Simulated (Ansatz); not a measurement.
# HgC2S2N2 (C2/m): the gap up the ladder of methods, part 2 of 2

What gap does each level of theory give for HgC2S2N2 (C2/m), and in what time?

Ansatz 0.2.0; density functionals, hybrids and G0W0, plane waves, PAW. Known limits of the many-body steps: finite bands, screening cutoff and k mesh; no spin-orbit coupling in G0W0; d shells not analysed.

So far. Step 4 (PBE on the 6×6×4 mesh): Over mesh and path the gap is 2.210 eV, from k = (-0.500, -0.500, 0.000) to k = Γ. The least direct gap found is 2.339 eV, at k = Γ. PBE against PBEsol: 2.210 − 2.126 = +0.084 eV, with the same mesh, files and cutoff, and both edges at the same k points. Step 5 (PBE+SOC on the 6×6×4 mesh): Over mesh and listed points the gap is 2.211 eV, from k = (-0.500, -0.500, 0.000) to k = Γ. The least direct gap found is 2.339 eV, at k = Γ.

In doubt: masses and optical values from hybrid runs of this build are listed as unsure (step 10), which bears on the screening that GW takes from such a start.

## Step 6: r2SCAN on the 6×6×4 mesh

r2SCAN is a meta-GGA: it depends on the kinetic-energy density as well as on the density and its gradient.

This step: DFT, r2SCAN, plane waves, PAW; PAW set soft_1.

The input, input.yaml:

```yaml
crystal:
  lattice:
    - [5.439, -2.021, 0.0]
    - [5.439, 2.021, 0.0]
    - [-0.5921680587, 0.0, 6.4076955288]
  atoms:
    - { symbol: Hg, position: [0.0, 0.0, 0.0] }
    - { symbol: C, position: [0.2661513025, 0.2661513025, 0.2233405963] }
    - { symbol: C, position: [0.7338486975, 0.7338486975, 0.7766594037] }
    - { symbol: S, position: [0.1320101513, 0.1320101513, 0.3259806969] }
    - { symbol: S, position: [0.8679898487, 0.8679898487, 0.6740193031] }
    - { symbol: "N", position: [0.3633996325, 0.3633996325, 0.1569129335] }
    - { symbol: "N", position: [0.6366003675, 0.6366003675, 0.8430870665] }
kpoints:
  mp_grid: { grid: [6, 6, 4] }
  band_path:
    path:
      - [0.0, 0.0, 0.0]
      - [-0.28481191, 0.28481191, 0.0]
      - [-0.71518809, -0.28481191, 0.0]
      - [-0.5, -0.5, 0.0]
      - [-0.5, -0.5, 0.5]
      - [-0.72060342, -0.27939658, 0.5]
      - [-0.27939658, 0.27939658, 0.5]
      - [0.0, 0.0, 0.5]
    npoints: 1
hamiltonian:
  xc: r2scan
  pseudopotentials: { kind: paw, azcp: { folder: soft_1 } }
scf:
  occupations: { method: fixed }
  n_extra_bands: 6
output:
  eigenvalues: true
  forces: true
  stress: true
```

Run with:

```bash
> ansatz run input.yaml --threads 3 --pin off --max-ram 92160MiB --backend cuda --events-out ev --progress --plain --runs-dir out --devices 1 --max-vram 13GiB
```

Numbers of over 12 decimals in the logs are rounded to 6 here.

Log:

```text
[...]
GPUs: using 1 of 1 available (devices: 1).
[...]
GPU FFT provider: cuFFT
GPU libraries: cuBLAS 13.8.2, cuFFT 12.4.0, cuSOLVER 12.3.4
Crystal: 7 atoms, lattice volume = 140.870 Å³
Basis set: ecut = 500 eV, 3585 PW (Γ), exchange–correlation on 180×180×192 points (64 copies of the dense FFT grid, shifted against one another)
[...]
k-point 0: bands = [... 21 lower, 0.9194, 1.7744, 2.0225, 2.6693, 5.3340, 7.3463, 7.5970, 8.4746, ... 2 higher]
  k-point 1: bands = [... 21 lower, 1.0409, 1.7356, 2.0215, 2.6742, 5.7347, 7.5412, 7.6573, 8.5770, ... 2 higher]
  k-point 2: bands = [... 21 lower, 1.1805, 1.6739, 2.0214, 2.6781, 6.1787, 7.5237, 8.0565, 8.7291, ... 2 higher]
  k-point 46: bands = [... 21 lower, 1.5011, 1.5596, 2.6602, 2.6828, 5.9977, 7.8123, 7.9687, 8.3139, ... 2 higher]
[key lines of the parts left out:]
SCF converged after 10 iterations
Free energy (F): -16912.242647 eV
Fermi energy:    2.801466 eV
P = ⅓ Tr σ = -1.0331 GPa (-10.331 kbar)
```

The job ended after 7 s (1 × NVIDIA H100 80GB HBM3 (shared by 6 runs) with 3 threads of AMD EPYC 7R13 (Zen 3), shared host; peak memory 1.2 GiB; 9.8 s of CPU time).

This step gave:

```yaml
pressure: -1.033 GPa
gap: 2.533 eV
valence_top_at: Y_2
conduction_bottom_at: Γ
least_direct_gap: 2.665 eV
```

Over mesh and listed points the gap is 2.533 eV, from k = (-0.500, -0.500, 0.000) to k = Γ. The least direct gap found is 2.665 eV, at k = Γ. r2SCAN against PBE: 2.533 − 2.210 = +0.323 eV. The runs also differ in plane-wave cutoff (420 eV and 500 eV), so how much of this comes from the functional alone is not known.

## Step 7: HSE06 on the 4×4×2 mesh

HSE06 mixes in a quarter of exact exchange at short range.

This step: DFT, HSE06, plane waves, PAW; PAW set soft_1.

input.yaml, as its differences from that of step 6:

```diff
@@ -14,3 +14,3 @@
 kpoints:
-  mp_grid: { grid: [6, 6, 4] }
+  mp_grid: { grid: [4, 4, 2] }
   band_path:
@@ -27,3 +27,3 @@
 hamiltonian:
-  xc: r2scan
+  xc: hse06
   pseudopotentials: { kind: paw, azcp: { folder: soft_1 } }
@@ -34,3 +34 @@
   eigenvalues: true
-  forces: true
-  stress: true
```

Log:

```text
[...]
GPUs: using 1 of 1 available (devices: 1).
[...]
davidson cushion auto → on  (no smearing: the cushion is to keep the highest requested band from converging to the state above it; pin scf.eigensolver.cushion to override)
[...]
GPU FFT provider: cuFFT
GPU libraries: cuBLAS 13.8.2, cuFFT 12.4.0, cuSOLVER 12.3.4
Crystal: 7 atoms, lattice volume = 140.870 Å³
Basis set: ecut = 420 eV, 2761 PW (Γ)
[...]
E sigma→0 (E₀):  -16891.010566 eV
Fermi energy:    2.370523 eV
[...]
--- Band table (eV; the first three rows and the last of 14) ---
  k-point 0: bands = [... 21 lower, 0.5021, 1.2966, 1.5666, 2.2262, 5.7334, 7.7666, 8.0303, 8.9575, ... 2 higher]
  k-point 1: bands = [... 21 lower, 0.7240, 1.1878, 1.5599, 2.2394, 6.6693, 7.9886, 8.5070, 9.2291, ... 2 higher]
  k-point 2: bands = [... 21 lower, 0.4354, 0.8543, 1.5225, 1.9401, 6.0132, 7.6775, 8.5275, 9.0189, ... 2 higher]
  k-point 13: bands = [... 21 lower, 1.0604, 1.1376, 2.2379, 2.2391, 6.4526, 8.3129, 8.4089, 8.7997, ... 2 higher]
[key lines of the parts left out:]
Free energy (F): -16891.010566 eV
```

Elapsed: 21 s, on 1 × NVIDIA H100 80GB HBM3 (shared by 6 runs) with 3 threads; peak memory 1.3 GiB; 29 s of CPU time.

Numbers from this step:

```yaml
gap: 3.363 eV
valence_top_at: Y_2
conduction_bottom_at: Γ
least_direct_gap: 3.507 eV
exact_exchange_fraction: 0.25
```

Over mesh and listed points the gap is 3.363 eV, from k = (-0.500, -0.500, 0.000) to k = Γ. The least direct gap found is 3.507 eV, at k = Γ. HSE06 against PBE: 3.363 − 2.210 = +1.153 eV. The runs also differ in mesh (6×6×4 and 4×4×2), so how much of this comes from the functional alone is not known.

## Step 8: PBE0 on the 4×4×2 mesh

PBE0 mixes in a quarter of exact exchange at all distances.

This step: DFT, PBE0, plane waves, PAW; PAW set soft_1.

input.yaml, as its differences from that of step 7:

```diff
@@ -27,3 +27,3 @@
 hamiltonian:
-  xc: hse06
+  xc: pbe0
   pseudopotentials: { kind: paw, azcp: { folder: soft_1 } }
@@ -34 +34,5 @@
   eigenvalues: true
+  write_density: true
+  write_potential: true
+  elf: true
+  volumetric_format: npy
```

Log:

```text
[...]
GPUs: using 1 of 1 available (devices: 1).
[...]
GPU FFT provider: cuFFT
GPU libraries: cuBLAS 13.8.2, cuFFT 12.4.0, cuSOLVER 12.3.4
Crystal: 7 atoms, lattice volume = 140.870 Å³
Basis set: ecut = 420 eV, 2761 PW (Γ)
Bands: 31, of which v1, the nominal top of the filled ones, is band 25 counted from 1 (24 counted from 0)
Symmetry: 4 space group operations
[...]
k-points: 14 of 32
[...]
E sigma→0 (E₀):  -16888.733834 eV
Fermi energy:    1.988112 eV
[...]
--- Band table (eV; the first three rows and the last of 14) ---
  k-point 0: bands = [... 21 lower, 0.1136, 0.9068, 1.1686, 1.8398, 6.0878, 8.1270, 8.4034, 9.3328, ... 2 higher]
  k-point 1: bands = [... 21 lower, 0.3314, 0.7976, 1.1626, 1.8529, 7.0403, 8.3650, 8.8749, 9.6082, ... 2 higher]
  k-point 2: bands = [... 21 lower, 0.0327, 0.4685, 1.1267, 1.5539, 6.3709, 8.0377, 8.9046, 9.3981, ... 2 higher]
  k-point 13: bands = [... 21 lower, 0.6654, 0.7609, 1.8518, 1.8543, 6.8154, 8.6877, 8.7757, 9.1747, ... 2 higher]
[key lines of the parts left out:]
Free energy (F): -16888.733834 eV
```

It took 16 s on 1 × NVIDIA H100 80GB HBM3 (shared by 6 runs) with 3 threads; peak memory 1.3 GiB; 25 s of CPU time.

This step gave:

* gap: 4.100 eV
* valence top at: Y_2
* conduction bottom at: Γ
* least direct gap: 4.248 eV
* exact-exchange fraction: 0.25

Over mesh and listed points the gap is 4.100 eV, from k = (-0.500, -0.500, 0.000) to k = Γ. The least direct gap found is 4.248 eV, at k = Γ. PBE0 against HSE06: 4.100 − 3.363 = +0.737 eV, with the same mesh, files and cutoff, and both edges at the same k points.

## Step 9: G0W0@PBE, 4×4×4 mesh, 1043 empty bands, screening to 220 eV, PAW set soft_1 files

G0W0 replaces the xc potential by a self-energy built once from the orbitals of the start. Levels are corrected in the window of bands that the input names, at points of the mesh.

This step: G0W0 on PBE, plane waves, PAW; PAW set soft_1.

The input, input.yaml:

```yaml
crystal:
  lattice:
    - [5.439, -2.021, 0.0]
    - [5.439, 2.021, 0.0]
    - [-0.5921680587, 0.0, 6.4076955288]
  atoms:
    - { symbol: Hg, position: [0.0, 0.0, 0.0] }
    - { symbol: C, position: [0.2661513025, 0.2661513025, 0.2233405963] }
    - { symbol: C, position: [0.7338486975, 0.7338486975, 0.7766594037] }
    - { symbol: S, position: [0.1320101513, 0.1320101513, 0.3259806969] }
    - { symbol: S, position: [0.8679898487, 0.8679898487, 0.6740193031] }
    - { symbol: "N", position: [0.3633996325, 0.3633996325, 0.1569129335] }
    - { symbol: "N", position: [0.6366003675, 0.6366003675, 0.8430870665] }
kpoints:
  mp_grid: { grid: [4, 4, 4] }
hamiltonian:
  xc: pbe
  pseudopotentials: { kind: paw, azcp: { folder: soft_1 } }
scf:
  occupations: { method: fixed }
gw:
  n_empty_bands: 1043
  ecut_chi: 220.0
  qp_bands: [v2, c2]
  qp_kpoints: band_edges
  screening: { model: contour_deformation }
```

Log:

```text
GPUs: using 1 of 1 available (devices: 1).
[...]
GPU FFT provider: cuFFT
GPU libraries: cuBLAS 13.8.2, cuFFT 12.4.0, cuSOLVER 12.3.4
Crystal: 7 atoms, lattice volume = 140.870 Å³
Basis set: ecut = 420 eV, 2761 PW (Γ)
Bands: 32, of which v1, the nominal top of the filled ones, is band 25 counted from 1 (24 counted from 0)
Symmetry: 4 space group operations
[...]
k-points: 24 of 64
[...]
1    27      7.4620    -7.7139    -4.2390   -12.7542  0.7783     8.2747     8.2632  root
[...]
23    24      2.9635   -18.9179     1.9057   -15.7923  0.7482     1.7117     1.7436  root
    23    25      2.9821   -19.8532     1.9637   -16.6753  0.7504     1.7371     1.7679  root
    23    26      5.9602   -11.3949    -3.9254   -16.0171  0.7811     6.6634     6.6569  root
    23    27      7.7102    -8.7177    -4.5018   -14.2126  0.7565     8.7261     8.7033  root
[key lines of the parts left out:]
SCF converged after 9 iterations
Free energy (F): -16887.320622 eV
Fermi energy:    3.100719 eV
```

It took 3.3 min on 1 × NVIDIA H100 80GB HBM3 (shared by 6 runs) with 3 threads; peak memory 6.8 GiB.

This step gave:

```
bands summed                                    : 1068
RPA ε∞ on this mesh (eigenvalues)               : 2.608, 3.227, 5.150
plane waves in the screening matrix             : 1023
G0W0 gap over the corrected points              : 4.028 eV
k of the valence top                            : -0.5, -0.5, 0
k of the conduction bottom                      : 0, 0, 0
starting gap on the mesh                        : 2.210 eV
Z at the valence top                            : 0.7522
Z at the conduction bottom                      : 0.7899
least direct G0W0 gap over the corrected points : 4.166 eV
```

Over 23 of 24 irreducible mesh points the G0W0 gap is 4.028 eV, from k = (-0.500, -0.500, 0.000) to k = Γ. The PBE gap of this run on the mesh is 2.210 eV. The two states that bound the G0W0 gap lie that far apart at the start, so the correction of the gap is 4.028 − 2.210 = +1.818 eV.

## Step 10: G0W0@HSE06, 4×4×4 mesh, 1043 empty bands, screening to 220 eV, PAW set soft_1 files

This step: G0W0 on HSE06, plane waves, PAW; PAW set soft_1.

input.yaml, as its differences from that of step 9:

```diff
@@ -16,3 +16,3 @@
 hamiltonian:
-  xc: pbe
+  xc: hse06
   pseudopotentials: { kind: paw, azcp: { folder: soft_1 } }
```

Log:

```text
GPUs: using 1 of 1 available (devices: 1).
[...]
GPU FFT provider: cuFFT
GPU libraries: cuBLAS 13.8.2, cuFFT 12.4.0, cuSOLVER 12.3.4
Crystal: 7 atoms, lattice volume = 140.870 Å³
Basis set: ecut = 420 eV, 2761 PW (Γ)
Bands: 32, of which v1, the nominal top of the filled ones, is band 25 counted from 1 (24 counted from 0)
Symmetry: 4 space group operations
[...]
k-points: 24 of 64
[...]
1    26      6.1700   -10.8030    -3.7242   -15.0166  0.8187     6.6613     6.6593  root
     1    27      7.9898    -7.2371    -3.8550   -11.6050  0.8170     8.5055     8.5027  root
[...]
23    24      2.2380   -18.9193     1.6065   -16.4374  0.7876     1.3529     1.3625  root
    23    25      2.2392   -19.7542     1.6573   -17.2393  0.7893     1.3726     1.3816  root
    23    26      6.4525   -10.8977    -3.7822   -15.1835  0.8167     6.9583     6.9561  root
    23    27      8.3129    -8.3077    -4.0520   -13.0295  0.8010     8.9883     8.9827  root
[key lines of the parts left out:]
Free energy (F): -16891.010597 eV
Fermi energy:    2.370520 eV
```

Run time: 8.7 min. Hardware: 1 × NVIDIA H100 80GB HBM3 (shared by 6 runs) with 3 threads; peak memory 7.3 GiB; 13 min of CPU time.

Numbers from this step:

* bands summed: 1068
* RPA ε∞ on this mesh (eigenvalues): 2.322, 2.834, 4.126
* plane waves in the screening matrix: 1023
* G0W0 gap over the corrected points: 4.667 eV
* k of the valence top: -0.5, -0.5, 0
* k of the conduction bottom: 0, 0, 0
* starting gap on the mesh: 3.362 eV
* Z at the valence top: 0.7906
* Z at the conduction bottom: 0.8239
* least direct G0W0 gap over the corrected points: 4.816 eV

Over 22 of 24 irreducible mesh points the G0W0 gap is 4.667 eV, from k = (-0.500, -0.500, 0.000) to k = Γ. The HSE06 gap of this run on the mesh is 3.362 eV. The two states that bound the G0W0 gap lie that far apart at the start, so the correction of the gap is 4.667 − 3.362 = +1.305 eV. G0W0@HSE06 against G0W0@PBE with 1068 bands: 4.667 − 4.028 = +0.639 eV, with the same mesh, files and cutoffs, and both edges at the same k points.

## Step 11: The ladder

Each gap is the least one over the points named; times are wall times on shared hosts, not benchmarks. A G0W0 time includes the run's own self-consistent start. Runs with listed points see these and the mesh alone, so an edge that moves elsewhere is missed. Rows marked * are further runs, not shown as steps, whose inputs differ from the G0W0 step on the same start in the columns given; solver thresholds can differ too.

```
     level   mesh       files, cutoff  bands summed, screening                            points  gap (eV)              valence top  conduction bottom  least direct gap (eV)     time
       LDA  6×6×4  soft_1 PAW, 420 eV                        -            mesh and listed points     2.023  (-0.500, -0.500, 0.000)                  Γ                  2.160    3.8 s
    PBEsol  6×6×4  soft_1 PAW, 420 eV                        -            mesh and listed points     2.126  (-0.500, -0.500, 0.000)                  Γ                  2.259    8.6 s
       PBE  6×6×4  soft_1 PAW, 420 eV                        -                     mesh and path     2.210  (-0.500, -0.500, 0.000)                  Γ                  2.339    9.5 s
   PBE+SOC  6×6×4  soft_1 PAW, 420 eV                        -            mesh and listed points     2.211  (-0.500, -0.500, 0.000)                  Γ                  2.339     11 s
    r2SCAN  6×6×4  soft_1 PAW, 500 eV                        -            mesh and listed points     2.533  (-0.500, -0.500, 0.000)                  Γ                  2.665      7 s
     HSE06  4×4×2  soft_1 PAW, 420 eV                        -            mesh and listed points     3.363  (-0.500, -0.500, 0.000)                  Γ                  3.507     21 s
      PBE0  4×4×2  soft_1 PAW, 420 eV                        -            mesh and listed points     4.100  (-0.500, -0.500, 0.000)                  Γ                  4.248     16 s
 G0W0@PBE*  4×4×4  soft_1 PAW, 420 eV               196, 66 eV  23 of 24 irreducible mesh points     3.960  (-0.500, -0.500, 0.000)                  Γ                  4.106     31 s
 G0W0@PBE*  4×4×4  soft_1 PAW, 420 eV              510, 132 eV  23 of 24 irreducible mesh points     4.010  (-0.500, -0.500, 0.000)                  Γ                  4.150     83 s
  G0W0@PBE  4×4×4  soft_1 PAW, 420 eV             1068, 220 eV  23 of 24 irreducible mesh points     4.028  (-0.500, -0.500, 0.000)                  Γ                  4.166  3.3 min
 G0W0@PBE*  4×4×2  soft_1 PAW, 420 eV              510, 132 eV  13 of 14 irreducible mesh points     4.011  (-0.500, -0.500, 0.000)                  Γ                  4.151     28 s
G0W0@HSE06  4×4×4  soft_1 PAW, 420 eV             1068, 220 eV  22 of 24 irreducible mesh points     4.667  (-0.500, -0.500, 0.000)                  Γ                  4.816  8.7 min
```

## Step 12: Outcome

| Property | Result |
| --- | --- |
| LDA, over mesh and listed points | 2.023 eV |
| PBEsol, over mesh and listed points | 2.126 eV |
| PBE, over mesh and path | 2.210 eV |
| PBE+SOC, over mesh and listed points | 2.211 eV |
| r2SCAN, over mesh and listed points | 2.533 eV |
| HSE06, over mesh and listed points | 3.363 eV |
| PBE0, over mesh and listed points | 4.100 eV |
| G0W0@PBE (1068 bands, 4×4×4), over 23 of 24 irreducible mesh points | 4.028 eV |
| G0W0@HSE06, over 22 of 24 irreducible mesh points | 4.667 eV |
| known limits | finite bands, screening cutoff and k mesh; no spin-orbit coupling in G0W0; d shells not analysed |

The rows run from 2.023 eV (LDA) to 4.667 eV (G0W0@HSE06). They differ in mesh, plane-wave cutoff, bands and screening cutoff of G0W0 and the points over which the gap was sought as well as in level, so only pairs that share these are like for like. PBEsol against LDA: 2.126 − 2.023 = +0.103 eV, with the same mesh, files and cutoff, and both edges at the same k points. PBE against PBEsol: 2.210 − 2.126 = +0.084 eV, with the same mesh, files and cutoff, and both edges at the same k points. PBE+SOC against PBE: 2.211 − 2.210 = +0.001 eV, with the same mesh, set of files (read in its fully relativistic form for the spin-orbit run) and cutoff, and both edges at the same k points. The spin-orbit run sees mesh and listed points alone, so its gap is an upper bound: the coupling can move an edge off these points, and the change over the zone, its sign included where it is small, is not known. PBE0 against HSE06: 4.100 − 3.363 = +0.737 eV, with the same mesh, files and cutoff, and both edges at the same k points. G0W0@HSE06 against G0W0@PBE with 1068 bands: 4.667 − 4.028 = +0.639 eV, with the same mesh, files and cutoffs, and both edges at the same k points. G0W0@PBE (1068 bands, 4×4×4) moves the gap of its own start on the mesh by 4.028 − 2.210 = +1.818 eV, between the same two levels. Both edges that PBE shows over mesh and path lie at k points where levels were corrected. Levels at other points were not corrected, so a lower G0W0 gap elsewhere in the zone is not ruled out. G0W0@HSE06 moves the gap of its own start on the mesh by 4.667 − 3.362 = +1.305 eV, between the same two levels. Both edges that HSE06 shows over mesh and listed points lie at k points where levels were corrected. Levels at other points were not corrected, so a lower G0W0 gap elsewhere in the zone is not ruled out. What spin-orbit coupling does to the G0W0 levels was not computed, so no sum with the G0W0 gap is formed. For G0W0@PBE: from 196 bands and 66 eV to 1068 bands and 220 eV the gap moves by 4.028 − 3.960 = +0.068 eV (rung by rung 3.960, 4.010, 4.028 eV); bands and screening cutoff rise together, so their parts are not told apart. A line in one over the bands through the two highest rungs gives 4.028 + (4.028 − 4.010) × 510 / (1068 − 510) = 4.044 eV, and through the pair below 4.010 + (4.010 − 3.960) × 196 / (510 − 196) = 4.041 eV. The two agree within 0.03 eV and the same two states bound the gap in each rung, so 4.044 eV is taken as an estimate of the limit on this mesh. The other G0W0 rows are shown at one basis each (1068 bands), so their distance from the limit is not known here. With the 4×4×2 mesh in place of the 4×4×4 mesh and all else as in the G0W0@PBE row with 510 bands, the gap differs by 4.011 − 4.010 = +0.001 eV, and that of the start by 2.210 − 2.210 = +0.000 eV. The G0W0 runs are scalar-relativistic. One-shot GW is known to converge slowly in bands for compounds with shallow d shells. The cell holds Hg; the filling of the d shell and its place against the gap were not analysed here. G0W0@PBE runs of this series with other atomic data on the same mesh, not shown as steps, give 4.013 eV (hard PAW, 870 eV, 1572 bands, screening to 286 eV); where bands and cutoffs differ too, the part of the files is not isolated. Failed or unusable runs of this series, left out of the table: G0W0@PBE0 (4×4×4 mesh, soft_1 PAW files, 420 eV, 1043 empty bands) reached its time limit after 7.8 min.

[Paths, hosts, dates, memory and timing lines, banners, echoed tables and standing remarks are left out of the program output.]

[Logs are printed without paths, hosts, clocks, repeated set-up lines and the standing remarks that a program may print on its own settings, such as how far it seeks lower states.]

[Runs of the session that timed out or met a known fault of the program may be left out.]

[Cells called generated may have been cut or substituted from an entry of the Crystallography Open Database or the Materials Project.]

[Hosts, paths, dates, database ids (printed as entryN), source tags and the programs' standing remarks are cut or masked in the printed files.]

[Where an RPA ε∞ is given, it is that of the G0W0 mesh and is not shown converged in it. Names of k-points follow the symmetry that the program found, which can be lower than the space group named. Band edges on a path are those of the sampled points; other points can move an edge, and change direct to indirect where valleys lie close.]

[Hybrid gaps are those of their k-mesh and are not shown converged in it.]
